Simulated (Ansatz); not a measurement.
# Mg2CrCu2, from a guessed structure to a relaxed one

Starting from a made-up structure for Mg2CrCu2, the aim is the relaxed cell, its shortest contacts and, where a second run follows, its electronic structure.

Method: DFT, PBEsol, plane-wave PAW, files of the set soft_1, scalar-relativistic, ferromagnetic start, cell and ions relaxed at zero pressure; PAW set soft_1, in the first sound run; inputs show where later runs differ, in Ansatz 0.2.0.

## (1) Starting point

It takes space group Immm (No. 71, orthorhombic). Conventional cell: a = 3.829 Å, b = 4.842 Å, c = 8.043 Å, α = 90.00°, β = 90.00°, γ = 90.00°. Nearest to Cu lie 2 Cr at 2.28 Å and 2 Cu at 2.35 to 2.49 Å and 6 Mg at 2.73 to 2.75 Å. Nearest to Cr lie 4 Cu at 2.28 Å and 4 Mg at 2.90 Å. Mg has 6 Cu at 2.73 to 2.75 Å and 2 Cr at 2.90 Å nearest. Farther neighbours are not listed.

## (2) Relaxation of the guess

The guess takes its coordinates from another compound and its volume from a rule, so the cell and any free coordinates are relaxed together.

File input.yaml:

```yaml
crystal:
  lattice:
    - [-1.9145, 2.421, 4.0215]
    - [1.9145, -2.421, 4.0215]
    - [1.9145, 2.421, -4.0215]
  atoms:
    - { symbol: Cu, position: [0.2573, 0.5, 0.7573], spin: 0.6 }
    - { symbol: Cu, position: [0.7427, 0.5, 0.2427], spin: 0.6 }
    - { symbol: Cr, position: [0.0, 0.0, 0.0], spin: 3.0 }
    - { symbol: Mg, position: [0.698, 0.198, 0.5] }
    - { symbol: Mg, position: [0.302, 0.802, 0.5] }
magnetization:
  spin_polarized: true
kpoints:
  mp_grid: { grid: [9, 9, 9] }
scf:
  occupations: { method: fermi_dirac, width: 0.05 }
hamiltonian:
  xc: pbesol
  pseudopotentials: { kind: paw, azcp: { folder: soft_1 }, xc_functional: pbe }
relax:
  f_tol: 0.015
  max_steps: 70
  cell: {}
output:
  forces: true
  stress: true
```

Started as:

```
$ ansatz run input.yaml --threads 4 --pin off --max-ram 8192MiB --backend cpu --events-out ev --progress --plain --runs-dir out
```

Numbers of over 12 decimals in the logs are rounded to 6 here.

The program printed:

```text
Engine: ansatz 0.2.0, x86_64-unknown-linux-gnu
Pseudopotentials: kind: paw
Pseudopotential: Cu, paw, valence charge 19, recommended cutoff 420 eV (normal), soft_1/Cu.paw.azcp
Pseudopotential: Cr, paw, valence charge 14, recommended cutoff 420 eV (normal), soft_1/Cr.paw.azcp
Pseudopotential: Mg, paw, valence charge 10, recommended cutoff 420 eV (normal), soft_1/Mg.paw.azcp
Functional definition: PBEsol
  exchange = pbesol_x
  correlation = pbesol_c
Crystal: 5 atoms, lattice volume = 74.559 Å³
Basis set: ecut = 420 eV, 1471 PW (Γ), exchange–correlation on 72×72×72 points (8 copies of the dense FFT grid, shifted against one another)
Bands: 46, of which v1, the nominal top of the filled ones, is band 36 counted from 1 (35 counted from 0)
Symmetry: 8 space group operations
Space group: Immm (ITA 71), of the structure as read, at distance tolerance 4.2e-5 Å
Magnetic group: BNS 71.533 (UNI 631), of the structure as read, at distance tolerance 4.2e-5 Å
k-points: 125 of 729
Non-local potential: Cu, projectors of the file, l = 0: 3, l = 1: 2, l = 2: 3, l = 3: 1
Non-local potential: Cr, projectors of the file, l = 0: 3, l = 1: 2, l = 2: 3, l = 3: 1
Non-local potential: Mg, projectors of the file, l = 0: 3, l = 1: 2, l = 2: 1
PAW form: soft (Blöchl's): semilocal exchange-correlation on the pseudo side does not see the compensation charge
PAW frozen core: Cu, regenerated for the run's functional, and the local potential with it (the file was generated under x = pbe(κ = 0.804, μ = 0.219515), c = pbe(β = 0.066725))
PAW frozen core: Cr, regenerated for the run's functional, and the local potential with it (the file was generated under x = pbe(κ = 0.804, μ = 0.219515), c = pbe(β = 0.066725))
PAW frozen core: Mg, regenerated for the run's functional, and the local potential with it (the file was generated under x = pbe(κ = 0.804, μ = 0.219515), c = pbe(β = 0.066725))
PAW one-centre angular grid: Cu, 590 points (default); XC on 64 Gauss nodes
PAW one-centre angular grid: Cr, 590 points (default); XC on 64 Gauss nodes
PAW one-centre angular grid: Mg, 110 points (default); XC on 64 Gauss nodes
Initial density: superposition of atomic densities (chi_scale 0.1, normalization cell)
Starting moments: Σ|m| = 4.2 μB on 3 of 5 sites
Initial wavefunctions: pseudopotential atomic-orbital guess
Functional: x = pbesol(κ = 0.804, μ = 0.123457), c = pbesol(β = 0.046)
SCF iter   1: F=—  HF=-20353.487641 eV  |F-HF|=—  |Δ(HF+E_count)|=         —  Δρ=1.32e-1 (↑1.32e-1 ↓1.31e-1)  dr2=3.27e1  dr2_m=2.08e-1  M=2.914 μB ∫|m|=3.025 μB  β_m=0.30  ethr=3.10e-3  ⟨swp⟩=6.3  Hψ=40604  notcnv=0  defer=6
Mixer restart at iter 1: flushing history
preconditioner: auto → Kerker (q_TF=auto, 2.712 Å⁻¹)  [metal: Δε(μ)=0.005 eV  Ē_g=6.899 eV  σ=0.050 eV  W_gap=0.03  n_scr=28 (ndim 8)  ℏωp=24.3 eV  f_vac=0.000  D(μ)=2.90/eV (n_scr^D=24)]
spin=Collinear: Kerker preconditioning applied to the charge; magnetization (m = ρ↑ − ρ↓) channel mixes plain (no charge-response kernel on spin).
SCF iter   2: F=—  HF=-20350.343577 eV  |F-HF|=—  |Δ(HF+E_count)|=    3.14e0  Δρ=3.70e-2 (↑3.32e-2 ↓3.70e-2)  dr2=2.37e0  dr2_m=5.19e-2  M=3.161 μB ∫|m|=3.231 μB  β_m=0.28  ethr=3.10e-3  ⟨swp⟩=3.7  Hψ=28769  notcnv=0  defer=606
SCF iter   3: F=—  HF=-20349.533240 eV  |F-HF|=—  |Δ(HF+E_count)|=   8.10e-1  Δρ=2.45e-2 (↑1.60e-2 ↓2.45e-2)  dr2=9.48e-1  dr2_m=4.95e-2  M=3.149 μB ∫|m|=3.255 μB  β_m=0.40  ethr=3.10e-3  ⟨swp⟩=2.0  Hψ=19045  notcnv=0  defer=628
SCF iter   4: F=—  HF=-20349.309701 eV  |F-HF|=—  |Δ(HF+E_count)|=   2.24e-1  Δρ=1.34e-2 (↑8.49e-3 ↓1.34e-2)  dr2=2.42e-1  dr2_m=2.78e-2  M=3.139 μB ∫|m|=3.344 μB  β_m=0.65  ethr=1.32e-3  ⟨swp⟩=2.2  Hψ=16017  notcnv=0  defer=612
SCF iter   5: F=—  HF=-20349.345739 eV  |F-HF|=—  |Δ(HF+E_count)|=         —  Δρ=1.49e-2 (↑1.49e-2 ↓9.29e-3)  dr2=1.42e-1  dr2_m=6.38e-2  M=3.330 μB ∫|m|=3.672 μB  β_m=0.65  ethr=3.36e-4  ⟨swp⟩=2.0  Hψ=17329  notcnv=0  defer=612
Mixer restart at iter 5: flushing history
SCF iter   6: F=—  HF=-20349.343012 eV  |F-HF|=—  |Δ(HF+E_count)|=   2.73e-3  Δρ=7.35e-3 (↑4.52e-3 ↓7.35e-3)  dr2=5.95e-2  dr2_m=1.84e-3  M=3.273 μB ∫|m|=3.637 μB  β_m=0.61  ethr=1.97e-4  ⟨swp⟩=2.0  Hψ=19059  notcnv=0  defer=664
SCF iter   7: F=—  HF=-20349.339979 eV  |F-HF|=—  |Δ(HF+E_count)|=   3.03e-3  Δρ=8.02e-3 (↑8.00e-3 ↓8.02e-3)  dr2=1.17e-1  dr2_m=4.09e-3  M=3.321 μB ∫|m|=3.690 μB  β_m=0.50  ethr=8.27e-5  ⟨swp⟩=2.0  Hψ=22344  notcnv=0  defer=664
SCF iter   8: F=—  HF=-20349.319635 eV  |F-HF|=—  |Δ(HF+E_count)|=   2.03e-2  Δρ=1.47e-3 (↑1.47e-3 ↓9.90e-4)  dr2=5.25e-3  dr2_m=5.63e-4  M=3.312 μB ∫|m|=3.691 μB  β_m=0.54  ethr=8.27e-5  ⟨swp⟩=2.0  Hψ=18994  notcnv=0  defer=669
SCF iter   9: F=—  HF=-20349.318334 eV  |F-HF|=—  |Δ(HF+E_count)|=   1.30e-3  Δρ=7.25e-4 (↑7.25e-4 ↓6.80e-4)  dr2=1.10e-3  dr2_m=7.12e-5  M=3.307 μB ∫|m|=3.692 μB  β_m=0.77  ethr=7.29e-6  ⟨swp⟩=1.5  Hψ=12229  notcnv=0  defer=669
SCF iter  10: F=—  HF=-20349.318461 eV  |F-HF|=—  |Δ(HF+E_count)|=   1.27e-4  Δρ=1.04e-3 (↑1.04e-3 ↓3.05e-4)  dr2=5.48e-4  dr2_m=2.72e-4  M=3.313 μB ∫|m|=3.698 μB  β_m=0.75  ethr=1.53e-6  ⟨swp⟩=2.0  Hψ=19795  notcnv=0  defer=669
SCF iter  11: F=—  HF=-20349.318410 eV  |F-HF|=—  |Δ(HF+E_count)|=   5.14e-5  Δρ=2.34e-4 (↑2.34e-4 ↓9.58e-5)  dr2=4.80e-5  dr2_m=9.71e-6  M=3.310 μB ∫|m|=3.697 μB  β_m=0.87  ethr=7.61e-7  ⟨swp⟩=2.0  Hψ=16861  notcnv=0  defer=669
SCF iter  12: F=—  HF=-20349.318412 eV  |F-HF|=—  |Δ(HF+E_count)|=   1.95e-6  Δρ=2.65e-5 (↑2.65e-5 ↓2.14e-5)  dr2=3.12e-7  dr2_m=3.00e-7  M=3.309 μB ∫|m|=3.696 μB  β_m=0.85  ethr=6.67e-8  ⟨swp⟩=2.1  Hψ=14715  notcnv=0  defer=669
SCF iter  13: F=—  HF=-20349.318412 eV  |F-HF|=—  |Δ(HF+E_count)|=   8.40e-8  Δρ=9.49e-6 (↑9.49e-6 ↓4.09e-6)  dr2=1.47e-7  dr2_m=8.27e-9  M=3.309 μB ∫|m|=3.696 μB  β_m=0.93  ethr=4.33e-10  ⟨swp⟩=2.0  Hψ=20032  notcnv=0  defer=669
SCF iter  14: F=—  HF=-20349.318412 eV  |F-HF|=—  |Δ(HF+E_count)|=   2.19e-9  Δρ=3.66e-6 (↑3.66e-6 ↓2.67e-6)  dr2=2.73e-8  dr2_m=3.70e-10  M=3.309 μB ∫|m|=3.696 μB  β_m=0.92  ethr=2.04e-10  ⟨swp⟩=2.4  Hψ=18199  notcnv=0  defer=669
SCF iter  15: F=-20349.318412 eV  HF=-20349.318412 eV  |F-HF|=3.86e-9  |Δ(HF+E_count)|=   4.91e-9  Δρ=1.76e-6 (↑1.76e-6 ↓1.51e-6)  dr2=6.23e-9  dr2_m=1.18e-10  M=3.309 μB ∫|m|=3.696 μB  ethr=3.79e-11  ⟨swp⟩=1.1  Hψ=32869  notcnv=0
SCF 1 converged in 15 iterations: F = -20349.318412 eV  dr2 = 6.23e-9
  greatest PAW one-centre occupation: 1.000 electrons in one spin orbital (limit 2), on the Cr atom at site 2 (counted from 0), in its partial waves of l = 0
[...]
SCF 3 converged in 12 iterations: F = -20349.735185 eV  dr2 = 3.17e-8
relax step   3: F+E_penalty+E_count = -20349.73518497 eV  Δ(F+E_penalty+E_count) = -1.426e-1 eV  max|allowed force component| = 2.649e-1 eV/Å  Δτ_max = 0.0168 Å  P = +0.697 GPa  Ω = 79.837 Å³  energy of the carried Pulay correction = -1.575e-3 eV  (12 SCF iters, dr2 threshold 5.00e-7 eV, accepted)
[...]
relax step   4: F+E_penalty+E_count = -20349.75214389 eV  Δ(F+E_penalty+E_count) = -1.696e-2 eV  max|allowed force component| = 1.641e-1 eV/Å  Δτ_max = 0.0436 Å  P = +0.403 GPa  Ω = 79.518 Å³  energy of the carried Pulay correction = -1.483e-3 eV  (10 SCF iters, dr2 threshold 5.00e-7 eV, accepted)
[...]
relax step   5: F+E_penalty+E_count = -20349.75765465 eV  Δ(F+E_penalty+E_count) = -5.511e-3 eV  max|allowed force component| = 1.416e-2 eV/Å  Δτ_max = 0.0183 Å  P = -0.033 GPa  Ω = 79.888 Å³  energy of the carried Pulay correction = -1.590e-3 eV  (8 SCF iters, dr2 threshold 5.00e-7 eV, accepted)
[...]
relax step   6: F+E_penalty+E_count = -20349.75773457 eV  Δ(F+E_penalty+E_count) = -7.992e-5 eV  max|allowed force component| = 4.694e-3 eV/Å  Δτ_max = 0.0026 Å  P = +0.026 GPa  Ω = 79.852 Å³  energy of the carried Pulay correction = -1.580e-3 eV  (9 SCF iters, dr2 threshold 2.94e-8 eV, accepted)
[...]
relax step   7: F+E_penalty+E_count = -20349.75774165 eV  Δ(F+E_penalty+E_count) = -7.087e-6 eV  max|allowed force component| = 2.368e-4 eV/Å  Δτ_max = 0.0007 Å  P = -0.002 GPa  Ω = 79.876 Å³  energy of the carried Pulay correction = -1.587e-3 eV  (7 SCF iters, dr2 threshold 1.09e-8 eV, accepted)
[...]
relax step   8: F+E_penalty+E_count = -20349.76132248 eV  Δ(F+E_penalty+E_count) = -3.581e-3 eV  max|allowed force component| = 1.051e-3 eV/Å  Δτ_max = 0.0000 Å  P = +0.075 GPa  Ω = 79.876 Å³  stress off target by 1.51e-1 GPa  SCF on the basis re-selected at this cell (its energy is not comparable with the rows above)  (12 SCF iters)
[...]
relax step   9: F+E_penalty+E_count = -20349.76135836 eV  Δ(F+E_penalty+E_count) = -3.588e-5 eV  max|allowed force component| = 2.022e-4 eV/Å  Δτ_max = 0.0003 Å  P = -0.001 GPa  Ω = 79.933 Å³  energy of the carried Pulay correction = -1.637e-5 eV  (7 SCF iters, dr2 threshold 5.69e-8 eV, accepted)
iter 1 solved again at ethr=3.51e-8 eV; its pass at ethr=3.10e-3 eV (dr2=2.53e-5 eV) is discarded
SCF iter   1: F=—  HF=-20349.761366 eV  |F-HF|=—  |Δ(HF+E_count)|=         —  Δρ=5.49e-5 (↑4.09e-5 ↓5.49e-5)  dr2=1.56e-7  dr2_m=3.96e-8  M=3.751 μB ∫|m|=4.128 μB  β_m=0.65  ethr=3.51e-8  ⟨swp⟩=3.9  Hψ=72301  notcnv=0
preconditioner: auto → Kerker (q_TF=auto, 2.287 Å⁻¹)  [metal: Δε(μ)=0.009 eV  Ē_g=7.256 eV  σ=0.050 eV  W_gap=0.04  n_scr=14 (ndim 8)  ℏωp=23.5 eV  f_vac=0.000  D(μ)=2.61/eV (n_scr^D=14)]
spin=Collinear: Kerker preconditioning applied to the charge; magnetization (m = ρ↑ − ρ↓) channel mixes plain (no charge-response kernel on spin).
SCF iter   2: F=—  HF=-20349.761373 eV  |F-HF|=—  |Δ(HF+E_count)|=   7.25e-6  Δρ=1.98e-5 (↑1.48e-5 ↓1.98e-5)  dr2=3.00e-8  dr2_m=4.66e-9  M=3.751 μB ∫|m|=4.128 μB  β_m=0.62  ethr=2.17e-10  ⟨swp⟩=2.0  Hψ=16199  notcnv=0
SCF iter   3: F=—  HF=-20349.761373 eV  |F-HF|=—  |Δ(HF+E_count)|=   6.13e-7  Δρ=7.37e-6 (↑6.41e-6 ↓7.37e-6)  dr2=7.19e-8  dr2_m=8.67e-10  M=3.751 μB ∫|m|=4.128 μB  β_m=0.44  ethr=4.16e-11  ⟨swp⟩=2.0  Hψ=20507  notcnv=0  recentre
SCF iter   4: F=—  HF=-20349.761373 eV  |F-HF|=—  |Δ(HF+E_count)|=  2.22e-10  Δρ=4.87e-7 (↑4.42e-7 ↓4.87e-7)  dr2=1.16e-10  dr2_m=1.46e-11  M=3.751 μB ∫|m|=4.128 μB  β_m=0.46  ethr=4.16e-11  ⟨swp⟩=2.0  Hψ=19151  notcnv=0
SCF iter   5: F=—  HF=-20349.761373 eV  |F-HF|=—  |Δ(HF+E_count)|=   2.98e-9  Δρ=1.79e-7 (↑1.79e-7 ↓1.74e-7)  dr2=9.44e-11  dr2_m=6.49e-12  M=3.751 μB ∫|m|=4.128 μB  β_m=0.73  ethr=1.00e-12  ⟨swp⟩=1.4  Hψ=11620  notcnv=0
SCF iter   6: F=—  HF=-20349.761373 eV  |F-HF|=—  |Δ(HF+E_count)|=  2.00e-10  Δρ=8.49e-8 (↑8.47e-8 ↓8.49e-8)  dr2=2.45e-11  dr2_m=2.02e-12  M=3.751 μB ∫|m|=4.128 μB  β_m=0.86  ethr=1.00e-12  ⟨swp⟩=1.8  Hψ=12286  notcnv=0
SCF iter   7: F=-20349.761373 eV  HF=-20349.761373 eV  |F-HF|=4.37e-11  |Δ(HF+E_count)|=  7.28e-12  Δρ=1.21e-7 (↑1.21e-7 ↓6.74e-8)  dr2=4.82e-11  dr2_m=9.62e-13  M=3.751 μB ∫|m|=4.128 μB  ethr=1.00e-12  ⟨swp⟩=2.2  Hψ=31322  notcnv=0
SCF 10 converged in 7 iterations: F = -20349.761373 eV  dr2 = 4.82e-11
relax step  10: F+E_penalty+E_count = -20349.76137341 eV  Δ(F+E_penalty+E_count) = -1.505e-5 eV  max|allowed force component| = 2.151e-4 eV/Å  Δτ_max = 0.0000 Å  P = -0.002 GPa  Ω = 79.933 Å³  stress off target by 5.53e-3 GPa  SCF on the basis re-selected at this cell (its energy is not comparable with the rows above)  (7 SCF iters)
basis re-selected at this cell: Δ(F+E_penalty+E_count) = -1.505e-5 eV, ΔP = -0.000 GPa vs the last step (what re-selecting the basis moved, of the pressure what is left beyond the Pulay correction that the steps carried, after the strain that the cell walked since its last selection, with what the two solves' SCF thresholds leave and, on support functions, any second-order correction that the steps lacked; it is no m [...]
SCF converged after 7 iterations
Magnetization: 3.7511 μB (37.8756 up, 34.1244 down)
Absolute magnetization: 4.1337 μB (∫|ρ↑−ρ↓|, with the PAW one-centre terms)
Spin contamination: 0.2189 ħ² per cell (⟨S²⟩ above its minimum at these occupations)
Per-site moments (μB) at R_I (Å): [(0.079100, 0.974891), (0.079100, 0.974891), (3.130664, 1.025580), (-0.017124, 1.097342), (-0.017124, 1.097342)]
Free energy (F): -20349.761373 eV
Harris-Foulkes:  -20349.761373 eV  (|F-HF|=4.37e-11)
Internal energy: -20349.739900 eV  (E = F + TS)
E sigma→0 (E₀):  -20349.750637 eV
Entropy (-TS):   -0.021473 eV (-4.295 meV/atom)
Fermi energy:    10.649216 eV
--- Per-component energies (eV) ---
  E_band       = -1819.960222
  E_kinetic    = 969.213956
  E_local      = -15794.895878  (includes V_loc(G=0)·N_el)
  E_nonlocal   = 2220.966915
  E_hartree    = 6509.018567
  E_xc         = -303.443816
  E_vxc        = -391.144447  (∫ρ·V_xc dr)
  E_paw        = -5332.877961  (= ΣΔE_a)
  E_vpaw       = -1842.140387  (= ΣTr[D̂ρ^β])
  E_aug_tail   = 0.002606  (compensation charges beyond the density's cutoff)
  E_ewald      = -8618.414419
  E_core_change = 0.690130  (= ΣΔE_core)
  E_smearing   = -0.021473  (= −TS)
  E_closure    = 0.000000  (closes the sum)
  Σ components = -20349.761373   (vs F -20349.761373, Δ=0.00e0)
--- Forces (eV/Å), atoms counted from 1 ---
  atom   1  Cu     0.00000000     0.00021512     0.00000000
  atom   2  Cu     0.00000000    -0.00021512     0.00000000
  atom   3  Cr     0.00000000     0.00000000     0.00000000
  atom   4  Mg     0.00000000     0.00000000    -0.00020608
  atom   5  Mg     0.00000000     0.00000000     0.00020608
  max |Σ_I F_I| component: 2.71e-20 eV/Å
--- Stress (GPa, compression-positive) ---
        0.003590       0.000000       0.000000
        0.000000      -0.005528       0.000000
        0.000000       0.000000      -0.002836
  P = ⅓ Tr σ = -0.0016 GPa (-0.016 kbar)
--- Relaxed structure (8 steps of the walk, 8 accepted, 2 SCFs on fresh bases) ---
  F+E_penalty+E_count = -20349.76137341 eV   max|allowed force component| = 2.151e-4 eV/Å   (the final SCF, on the basis selected at the relaxed cell)
  cell:  # Å, volume = 79.9333 Å³
    - [-2.067861, 2.562055, 3.771883]
    - [2.067861, -2.562055, 3.771883]
    - [2.067861, 2.562055, -3.771883]
  atoms:
    - { symbol: Cu, position: [0.269387, 0.5, 0.769387] }
    - { symbol: Cu, position: [0.730613, 0.500000, 0.230613] }
    - { symbol: Cr, position: [0, 0, 0] }
    - { symbol: Mg, position: [0.698551, 0.198551, 0.500000] }
    - { symbol: Mg, position: [0.301449, 0.801449, 0.5] }
```

Run time: 95 s. Hardware: 4 threads of Intel Xeon at 2.60GHz (Ice Lake), shared host; peak memory 0.93 GiB.

Relaxation path:

| step | energy less that of the first step (eV) | largest force component (eV/Å) | pressure (GPa) | volume (Å³) |
| --- | --- | --- | --- | --- |
| 1 | 0.0000 | 0.9997 | 9.56 | 74.56 |
| 2 | -0.2741 | 0.6203 | 4.12 | 77.87 |
| 3 | -0.4168 | 0.2649 | 0.70 | 79.84 |
| 4 | -0.4337 | 0.1641 | 0.40 | 79.52 |
| 5 | -0.4392 | 0.0142 | -0.03 | 79.89 |
| 6 | -0.4393 | 0.0047 | 0.03 | 79.85 |
| 7 | -0.4393 | 0.0002 | 0.00 | 79.88 |
| 8* | -0.4429 | 0.0011 | 0.07 | 79.88 |
| 9 | -0.4429 | 0.0002 | 0.00 | 79.93 |
| 10* | -0.4430 | 0.0002 | 0.00 | 79.93 |

Relaxation steps marked * repeat the geometry before them on a plane-wave basis chosen anew for their cell, so energy and pressure can jump there.

Forces are held to the 8 operations that the run works with; a distortion that breaks them can't arise in this run.

| conventional cell, symmetrised | before | after | change |
| --- | --- | --- | --- |
| a (Å) | 3.829 | 4.136 | +8.0 % |
| b (Å) | 4.842 | 5.124 | +5.8 % |
| c (Å) | 8.043 | 7.544 | -6.2 % |
| volume (Å³/atom) | 14.91 | 15.99 | +7.2 % |

The atoms that moved most (Å, as changes of fractional coordinates times the final cell):

| atom | dx | dy | dz | length |
| --- | --- | --- | --- | --- |
| Cu1 | 0.000 | 0.062 | 0.000 | 0.062 |
| Cu2 | 0.000 | -0.062 | 0.000 | 0.062 |

The relaxed structure:

```xyz
5
Lattice="-2.0679 2.5621 3.7719 2.0679 -2.5621 3.7719 2.0679 2.5621 -3.7719" Properties=species:S:1:pos:R:3 pbc="T T T"
Cu    2.0679    1.3804    0.0000
Cu    0.0000    1.1817    3.7719
Cr    0.0000    0.0000    0.0000
Mg    0.0000    2.5621    1.4978
Mg    2.0679    0.0000    2.2741
```

Numbers from this step:

| Property | Result |
| --- | --- |
| free energy | -20349.7614 eV |
| energy at zero smearing | -20349.7506 eV |
| smearing term TS | 0.02147 eV |
| Fermi energy | 10.65 eV |
| magnetization | 3.751 μB |
| absolute magnetization | 4.134 μB |
| site moments | 0.07910, 0.07910, 3.131, -0.01712, -0.01712 μB |
| electrons | 72 |
| symmetry operations | 8 |
| pressure | -0.001591 GPa |

Site moment by atom:

| atom | site moment (μB) |
| --- | --- |
| Cu1 | 0.08 |
| Cu2 | 0.08 |
| Cr3 | 3.13 |
| Mg4 | -0.02 |
| Mg5 | -0.02 |

Shortest distances by pair of elements, guess and relaxed (not always the same contact):

| pair | guess (Å) | relaxed (Å) |
| --- | --- | --- |
| Cu–Cu | 2.350 | 2.363 |
| Cr–Cu | 2.284 | 2.486 |
| Cu–Mg | 2.730 | 2.660 |
| Cr–Mg | 2.898 | 2.968 |
| Mg–Mg | 3.185 | 2.996 |

The relaxation ends with a largest force component of 2.1e-4 eV/Å and a pressure of 0.00 GPa.

(Part 1 of 2 ends here.)

[Logs are printed without paths, hosts, clocks, repeated set-up lines and the standing remarks that a program may print on its own settings, such as how far it seeks lower states.]

[Hosts, paths, dates, database ids (printed as entryN), source tags and the programs' standing remarks are cut or masked in the printed files.]
